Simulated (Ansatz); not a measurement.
# Binding across the interface in Zr2CO2 MXene, 4 layers (80 atoms), part 2 of 3

How much energy holds the two parts of Zr2CO2 MXene, 4 layers (80 atoms) together, and how does it fall off with distance?

Ansatz 0.2.0; Kohn-Sham DFT, PBE+D3(BJ), PAW (set soft_2), plane waves.

The cell: 16 C, 32 Zr and 32 O. The cell is under 6 Å thick along two periodic directions.

So far. Step 2 (Single point at the start): The r.m.s. force at the start is 0.40 eV/Å. Step 3 (Relaxation): The relaxation converged after 30 steps, 6.75 eV below its start, with a largest force component of 0.0040 eV/Å.

## 4. Single point at the relaxed geometry

One more single point at the end of the walk gives the fuller output and checks the residual forces.

input.yaml

```yaml
crystal:
  lattice:
    - [6.7524, 0.0, 0.0]
    - [-3.3762, 5.84775, 0.0]
    - [0.0, 0.0, 40.78]
  atoms:
    - { symbol: C, position: [0.12472, 0.99998, 0.27986] }
    - { symbol: Zr, position: [0.29141, 0.33332, 0.31374] }
    - { symbol: Zr, position: [0.45796, 0.16659, 0.24598] }
    - { symbol: O, position: [0.45813, 0.16668, 0.33394] }
    - { symbol: O, position: [0.29134, 0.33329, 0.22437] }
    - { symbol: C, position: [0.12473, 0.49998, 0.27986] }
    [... 68 atom lines left out ...]
    - { symbol: O, position: [0.79264, 0.834, 0.66616] }
    - { symbol: C, position: [0.62605, 0.00071, 0.72024] }
    - { symbol: Zr, position: [0.79282, 0.33412, 0.75413] }
    - { symbol: Zr, position: [0.95935, 0.16737, 0.68637] }
    - { symbol: O, position: [0.95945, 0.16741, 0.77573] }
    - { symbol: O, position: [0.79265, 0.33401, 0.66616] }
kpoints:
  mp_grid: { grid: [3, 3, 1] }
hamiltonian:
  xc: pbe
  dispersion: d3bj
scf:
  occupations: { method: fermi_dirac, width: 0.025 }
output:
  forces: true
  populations: true
  dos:
    method: { smearing: { sigma: 0.1 } }
    de: 0.1
    projected:
      site_lists:
        C: [C]
        O: [O]
        Zr: [Zr]
        layer_1: [0, 1, 2, 3, 4, 5, 6, 7, 8, 9, 10, 11, 12, 13, 14, 15, 16, 17, 18, 19]
        layer_2: [20, 21, 22, 23, 24, 25, 26, 27, 28, 29, 30, 31, 32, 33, 34, 35, 36, 37, 38, 39]
        layer_3: [40, 41, 42, 43, 44, 45, 46, 47, 48, 49, 50, 51, 52, 53, 54, 55, 56, 57, 58, 59]
        layer_4: [60, 61, 62, 63, 64, 65, 66, 67, 68, 69, 70, 71, 72, 73, 74, 75, 76, 77, 78, 79]
  eigenvalues: true
  write_density: true
  write_potential: true
  volumetric_format: npy
```

Started as:

```bash
$ ansatz run input.yaml --threads 8 --pin off --max-ram 15872MiB --backend cpu --events-out ev --progress --plain --runs-dir out
```

Numbers of over 12 decimals in the logs are rounded to 6 here.

The log of the run:

```text
Warning: at least one further symmetry operation maps every atom of the structure, as the run holds it, onto an atom to within 2.45e-5 (fractional), and is not used: no operation is sought that the atoms, as the run holds them, miss by more than 2.00e-5, twice crystal.symmetry.tolerance (1.0e-5). [...]
[...]
Crystal: 80 atoms, lattice volume = 1610.253 Å³
Basis set: ecut = 420 eV, 31517 PW (Γ), exchange–correlation on 96×96×576 points (8 copies of the dense FFT grid, shifted against one another)
Bands: 400, of which v1, the nominal top of the filled ones, is band 320 counted from 1 (319 counted from 0)
Symmetry: 1 space group operations
[...]
k-points: 5 of 9 (time reversal used)
[...]
SCF iter   1: F=—  HF=-156177.721591 eV  |F-HF|=—  |Δ(HF+E_count)|=         —  Δρ=4.77e-3  dr2=7.44e-1  ethr=1.77e-3  ⟨swp⟩=6.2  Hψ=7636  notcnv=0  defer=239
[...]
SCF iter  11: F=-156177.647939 eV  HF=-156177.647939 eV  |F-HF|=6.69e-9  |Δ(HF+E_count)|=   5.73e-9  Δρ=9.07e-7  dr2=8.43e-9  ethr=1.56e-11  ⟨swp⟩=20.6  Hψ=17171  notcnv=0
SCF 1 converged in 11 iterations: F = -156177.647939 eV  dr2 = 8.43e-9
[...]
WARN: The output density's exchange-correlation potential varies sharply where the density is thin. Do not read a vacuum level from v_tot or v_xc, or from such a field of the output density. On a cell that repeats whose density bears no net charge and no dipole along the vacuum's axis use v_es (v_loc + v_h of the components); [...]
SCF converged after 11 iterations
Free energy (F): -156177.647939 eV
[...]
Internal energy: -156177.647938 eV  (E = F + TS)
E sigma→0 (E₀):  -156177.647938 eV
Entropy (-TS):   -0.000000 eV (-0.000 meV/atom)
Fermi energy:    6.525900 eV
[...]
--- Forces (eV/Å), atoms counted from 1 ---
  atom   1  C      0.00099019     0.00018187     0.00046185
  atom   2  Zr    -0.00019507     0.00112633     0.00031528
  atom   3  Zr     0.00003293     0.00059647    -0.00257770
  atom   4  O      0.00039420    -0.00035130     0.00362672
  atom   5  O      0.00062375    -0.00019509     0.00389571
  atom   6  C     -0.00017153     0.00039536     0.00052321
  atom   7  Zr     0.00075858    -0.00015953     0.00331062
  atom   8  Zr     0.00039547    -0.00006627    -0.00232695
  atom   9  O      0.00006645     0.00004718     0.00370662
  atom  10  O      0.00106551     0.00085343     0.00359704
  atom  11  C     -0.00041638     0.00047296    -0.00075567
  atom  12  Zr     0.00260482     0.00144528     0.00354600
  atom  13  Zr     0.00227335     0.00148427     0.00107306
  atom  14  O      0.00032353     0.00052451     0.00270237
[...]
atom  79  O     -0.00121662    -0.00018627    -0.00165247
  atom  80  O     -0.00160801    -0.00036170    -0.00231138
  max |Σ_I F_I| component: 5.56e-6 eV/Å
--- Band table (eV; the first three rows and the last of 5) ---
[...]
--- Löwdin populations: 80 sites ---
  site symbol       q [e]
     0      C      4.9159
     1     Zr     10.8450
     2     Zr     10.8033
[...]
79      O      6.6243
  spilling = 0.003895 (of n_electrons = 640.000000)
```

It took 1.8 min on 8 threads of Intel Xeon Platinum 8259CL at 2.50GHz (Skylake/Cascade Lake), shared host; peak memory 12 GiB.

The program notes that the atoms just miss a symmetry operation and the exchange-correlation potential is rough where the density is thin.

Read from the output:

```
free energy                                      : -156177.6479 eV
free energy per atom                             : -1952.2206 eV/atom
SCF cycles                                       : 11
r.m.s. force component                           : 0.00143 eV/Å
longest force                                    : 0.00542 eV/Å
Fermi energy                                     : 6.526 eV
gap (highest filled to lowest empty level) : 0.7543 eV
potential in mid-vacuum, over the Fermi level    : 4.851 eV
potential 4.5 Å over the upper face              : 4.852 eV
potential 4.5 Å under the lower face             : 4.851 eV
spilling of the projection                       : 0.003895
```

Löwdin charges by element and coordination (they lack the spilled electrons, 0.031 e an atom on average):

| element | coordination | atoms | mean charge (e) | spread | least | most |
| --- | --- | --- | --- | --- | --- | --- |
| C | all | 16 | -0.915 | 0.0012 | -0.916 | -0.913 |
| O | all | 32 | -0.631 | 0.0125 | -0.652 | -0.623 |
| O | 3 | 8 | -0.652 | 0 | -0.652 | -0.652 |
| O | 4 | 24 | -0.624 | 5.0e-4 | -0.624 | -0.623 |
| Zr | all | 32 | 1.17 | 0.0177 | 1.15 | 1.20 |
| Zr | 6 | 8 | 1.20 | 0 | 1.20 | 1.20 |
| Zr | 7 | 24 | 1.16 | 8.0e-4 | 1.15 | 1.16 |

By region:

| region | atoms | mean length of the force (eV/Å) |
| --- | --- | --- |
| layer 1 | 20 | 0.003 |
| layer 2 | 20 | 0.002 |
| layer 3 | 20 | 0.002 |
| layer 4 | 20 | 0.003 |

Density of states as counts of states in windows of 0.5 eV (from the Fermi level), total and the larger projections:

| from (eV) | to (eV) | total | O p | Zr d | layer 4 | layer 1 | layer 2 | layer 3 |
| --- | --- | --- | --- | --- | --- | --- | --- | --- |
| -10 | -9.5 | 16.1 | 0.5 | 2.6 | 4.0 | 4.0 | 4.0 | 4.0 |
| -9.5 | -9 | 15.4 | 0.2 | 4.2 | 3.9 | 3.9 | 3.8 | 3.8 |
| -9 | -7.5 | 0.0 | 0.0 | 0.0 | 0.0 | 0.0 | 0.0 | 0.0 |
| -7.5 | -7 | 1.1 | 0.7 | 0.3 | 0.2 | 0.2 | 0.4 | 0.4 |
| -7 | -6.5 | 19.3 | 12.7 | 5.0 | 3.2 | 3.2 | 6.4 | 6.4 |
| -6.5 | -6 | 10.1 | 6.8 | 2.4 | 1.5 | 1.5 | 3.5 | 3.5 |
| -6 | -5.5 | 42.4 | 30.5 | 8.4 | 8.1 | 8.1 | 13.0 | 13.0 |
| -5.5 | -5 | 21.1 | 13.1 | 5.3 | 6.8 | 6.8 | 3.7 | 3.7 |
| -5 | -4.5 | 29.8 | 20.1 | 6.8 | 8.8 | 8.8 | 6.1 | 6.1 |
| -4.5 | -4 | 41.8 | 29.3 | 7.7 | 12.6 | 12.6 | 8.1 | 8.1 |
| -4 | -3.5 | 26.1 | 19.9 | 3.2 | 6.4 | 6.4 | 6.5 | 6.5 |
| -3.5 | -3 | 2.8 | 0.6 | 0.9 | 0.6 | 0.6 | 0.8 | 0.8 |
| -3 | -2.5 | 13.9 | 2.9 | 4.3 | 3.7 | 3.7 | 3.2 | 3.2 |
| -2.5 | -2 | 23.2 | 4.7 | 6.6 | 5.6 | 5.6 | 5.8 | 5.8 |
| -2 | -1.5 | 32.5 | 6.2 | 8.5 | 7.7 | 7.7 | 8.3 | 8.3 |
| -1.5 | -1 | 19.6 | 4.7 | 4.2 | 5.1 | 5.1 | 4.6 | 4.6 |
| -1 | -0.5 | 2.6 | 0.6 | 0.6 | 0.6 | 0.6 | 0.7 | 0.7 |
| -0.5 | 0 | 1.6 | 0.3 | 0.2 | 0.4 | 0.4 | 0.4 | 0.4 |
| 0 | 0.5 | 0.7 | 0.1 | 0.5 | 0.1 | 0.1 | 0.2 | 0.2 |
| 0.5 | 1 | 4.1 | 0.8 | 3.0 | 1.2 | 1.2 | 0.8 | 0.8 |
| 1 | 1.5 | 23.7 | 3.2 | 18.7 | 5.9 | 5.9 | 5.7 | 5.7 |
| 1.5 | 2 | 5.9 | 0.7 | 4.8 | 1.2 | 1.2 | 1.7 | 1.7 |
| 2 | 2.5 | 15.7 | 1.2 | 12.0 | 4.0 | 4.0 | 3.6 | 3.6 |
| 2.5 | 3 | 24.1 | 1.1 | 20.6 | 6.6 | 6.6 | 5.3 | 5.3 |

Between -26 and -10 eV lie 64 more states.

The stored curve holds about 384 of the 640 electrons; the rest, give or take the few that broadening carries across the Fermi level, lie in deeper levels below its range.

The levels nearest the highest filled one (over half full), pooled over k-points and spins:

| level less the highest filled one (eV) | occupation |
| --- | --- |
| -0.0374 | 2 |
| -0.0356 | 2 |
| -0.0069 | 2 |
| -0.0059 | 2 |
| -0.0014 | 2 |
| 0 | 2 |
| 0.754 | 0 |
| 0.755 | 0 |
| 0.755 | 0 |
| 1.02 | 0 |
| 1.02 | 0 |
| 1.02 | 0 |

Planar average of the electrostatic potential energy along the normal, with the Fermi level as zero, after a running mean with a triangular window 4 Å wide at its base:

| height (Å) | potential energy (eV) |
| --- | --- |
| 0.0 | 4.85 |
| 1.1 | 4.85 |
| 2.3 | 4.85 |
| 3.5 | 4.85 |
| 4.7 | 4.85 |
| 5.8 | 4.84 |
| 6.9 | 4.51 |
| 8.1 | 0.88 |
| 9.3 | -7.56 |
| 10.5 | -9.87 |
| 11.6 | -9.25 |
| 12.7 | -10.26 |
| 13.9 | -7.99 |
| 15.2 | -8.51 |
| 16.3 | -10.20 |
| 17.4 | -9.24 |
| 18.5 | -10.22 |
| 19.7 | -8.43 |
| 21.0 | -8.08 |
| 22.1 | -10.26 |
| 23.2 | -9.27 |
| 24.4 | -10.07 |
| 25.5 | -8.89 |
| 26.8 | -7.71 |
| 27.9 | -10.17 |
| 29.0 | -9.34 |
| 30.2 | -9.70 |
| 31.3 | -8.31 |
| 32.6 | 0.01 |
| 33.7 | 4.32 |
| 34.8 | 4.84 |
| 36.0 | 4.85 |
| 37.1 | 4.85 |
| 38.4 | 4.85 |
| 39.5 | 4.85 |
| 40.6 | 4.85 |

Valence density in the ca plane at fractional y = 0.167, with atoms of Zr and O within 0.2 Å of it. It is the smooth field of the valence electrons, not physical close to the nuclei.

Ten steps, logarithmic in the rise over the least value, from '0' (0.0 e/Å³) to '9' (6.9 e/Å³), each cell a mean:
```
00000000000000000368887421235899635888863212
00000000000000001258887422225788534788853222
00000000000000001246765332224565323567643222
00000000000000001233433333334332223344333333
00000000000000012333323344444321223332334444
00000000000000012333323344444321123332334444
00000000000000001233433333333332223344333333
00000000000000001246765332224565323567643222
00000000000000000268887422225798534788853222
00000000000000000368887421235899635888863212
00000000000000001258887422225788534788853222
00000000000000001246765332224565323567643222
00000000000000001233433333334332223344333333
00000000000000012333323344444321223332334444
00000000000000012333323344444321123332334444
00000000000000001233433333333332223344333333
00000000000000001246765332224565323567643222
00000000000000000268887422225798534788853222
```
Columns run along c (16.0 Å, from fractional 0.07 to 0.46 of the cell), rows up along a (6.8 Å). Atoms in or near the plane, at fractional coordinates: Zr at (0.25, 0.46), O at (0.33, 0.46), Zr at (0.25, 0.96), O at (0.33, 0.96), Zr at (0.39, 0.46), Zr at (0.39, 0.96).

Electrostatic potential energy in the ca plane at fractional y = 0.167, with atoms of Zr and O within 0.2 Å of it. With pseudopotentials it is smooth inside the atoms' cores, unlike the true potential.

Values in eV, 10 rows by 16 columns, each cell a mean:
```
 11  11  11  11  11   9 -11 -56 -15   8 -12 -24 -11 -56 -14   8
 11  11  11  11  11  10   2 -21   0   6   1   3   1 -21   1   6
 11  11  11  11  11  11   8   5   7   2  -6   6   7   5   7   2
 11  11  11  11  11  11   7  -1   5   4  -2   7   6  -1   5   4
 11  11  11  11  11  10  -5 -43  -7   7  -4  -9  -5 -43  -7   7
 11  11  11  11  11   9 -11 -56 -15   8 -12 -24 -11 -56 -14   8
 11  11  11  11  11  10   2 -21   0   6   1   3   1 -21   1   6
 11  11  11  11  11  11   8   5   7   2  -6   6   7   5   7   2
 11  11  11  11  11  11   7  -1   5   4  -2   7   6  -1   5   4
 11  11  11  11  11  10  -5 -43  -7   7  -4  -9  -5 -43  -7   7
```
Columns run along c (16.0 Å, from fractional 0.07 to 0.46 of the cell; values clipped at the 3rd and 97th percentile), rows up along a (6.8 Å). Atoms in or near the plane, at fractional coordinates: Zr at (0.25, 0.46), O at (0.33, 0.46), Zr at (0.25, 0.96), O at (0.33, 0.96), Zr at (0.39, 0.46), Zr at (0.39, 0.96).

Filled and empty levels are parted by 0.754 eV on the run's k-points; the mesh holds the band edges only if they fold onto it, so the gap at this level can be narrower or closed, while semilocal functionals tend to narrow gaps against experiment. Mean Löwdin charges: C -0.91, O -0.63, Zr +1.17 e (they miss 0.39 % of the electrons, so they add up to more than the cell's charge). The potential stands 5.23 eV above the highest filled level over the upper face and 5.23 eV under the lower one, a reading of the ionisation potential at this level on the run's k-points.

## 5. The lower part alone

The lower part (layer 1, layer 2 and layer 3) is solved alone, atoms held, in the same cell.

input.yaml

```yaml
crystal:
  lattice:
    - [6.7524, 0.0, 0.0]
    - [-3.3762, 5.84775, 0.0]
    - [0.0, 0.0, 40.78]
  atoms:
    - { symbol: C, position: [0.12472, 0.99998, 0.27986] }
    - { symbol: Zr, position: [0.29141, 0.33332, 0.31374] }
    - { symbol: Zr, position: [0.45796, 0.16659, 0.24598] }
    - { symbol: O, position: [0.45813, 0.16668, 0.33394] }
    - { symbol: O, position: [0.29134, 0.33329, 0.22437] }
    - { symbol: C, position: [0.12473, 0.49998, 0.27986] }
    [... 48 atom lines left out ...]
    - { symbol: O, position: [0.79216, 0.33375, 0.51937] }
    - { symbol: C, position: [0.62565, 0.50049, 0.57343] }
    - { symbol: Zr, position: [0.79247, 0.83391, 0.60728] }
    - { symbol: Zr, position: [0.95887, 0.66709, 0.53958] }
    - { symbol: O, position: [0.95915, 0.66725, 0.62749] }
    - { symbol: O, position: [0.79216, 0.83373, 0.51938] }
kpoints:
  mp_grid: { grid: [3, 3, 1] }
hamiltonian:
  xc: pbe
  dispersion: d3bj
scf:
  occupations: { method: fermi_dirac, width: 0.025 }
output:
  forces: true
  eigenvalues: true
  write_density: true
  write_potential: true
  volumetric_format: npy
```

The log of the run:

```text
[...]
Crystal: 60 atoms, lattice volume = 1610.253 Å³
Basis set: ecut = 420 eV, 31517 PW (Γ), exchange–correlation on 96×96×576 points (8 copies of the dense FFT grid, shifted against one another)
Bands: 300, of which v1, the nominal top of the filled ones, is band 240 counted from 1 (239 counted from 0)
Symmetry: 1 space group operations
[...]
k-points: 5 of 9 (time reversal used)
[...]
SCF iter   1: F=—  HF=-117132.466049 eV  |F-HF|=—  |Δ(HF+E_count)|=         —  Δρ=4.13e-3  dr2=6.16e-1  ethr=1.77e-3  ⟨swp⟩=7.6  Hψ=6236  notcnv=0  defer=160
[...]
SCF iter  10: F=—  HF=-117132.387789 eV  |F-HF|=—  |Δ(HF+E_count)|=   6.11e-8  Δρ=3.80e-6  dr2=4.95e-7  ethr=6.33e-10  ⟨swp⟩=2.2  Hψ=1735  notcnv=0  defer=241
SCF iter  11: F=-117132.387789 eV  HF=-117132.387789 eV  |F-HF|=3.26e-9  |Δ(HF+E_count)|=   1.14e-7  Δρ=1.84e-6  dr2=4.45e-8  ethr=2.08e-11  ⟨swp⟩=21.4  Hψ=13602  notcnv=0
SCF 1 converged in 11 iterations: F = -117132.387789 eV  dr2 = 4.45e-8
[...]
SCF converged after 11 iterations
Free energy (F): -117132.387789 eV
[...]
Internal energy: -117132.387789 eV  (E = F + TS)
E sigma→0 (E₀):  -117132.387789 eV
Entropy (-TS):   -0.000000 eV (-0.000 meV/atom)
Fermi energy:    3.842658 eV
[...]
Σ components = -117132.387789   (vs F -117132.387789, Δ=0.00e0)
--- Forces (eV/Å), atoms counted from 1 ---
  atom   1  C      0.00099155     0.00018286    -0.00529454
  atom   2  Zr    -0.00019443     0.00112682     0.00963275
  atom   3  Zr     0.00003090     0.00059525     0.00747317
  atom   4  O      0.00039436    -0.00035147    -0.00327733
[...]
atom  60  O      0.00070338     0.00022071    -0.02064221
  max |Σ_I F_I| component: 3.34e-5 eV/Å
--- Band table (eV; the first three rows and the last of 5) ---
[...]
```

It took 61 s on 8 threads; peak memory 9.2 GiB.

[end of part 2 of 3]

[Logs are printed without paths, hosts, clocks, repeated set-up lines and the standing remarks that a program may print on its own settings, such as how far it seeks lower states.]

[Hosts, paths, dates, database ids (printed as entryN), source tags and the programs' standing remarks are cut or masked in the printed files.]
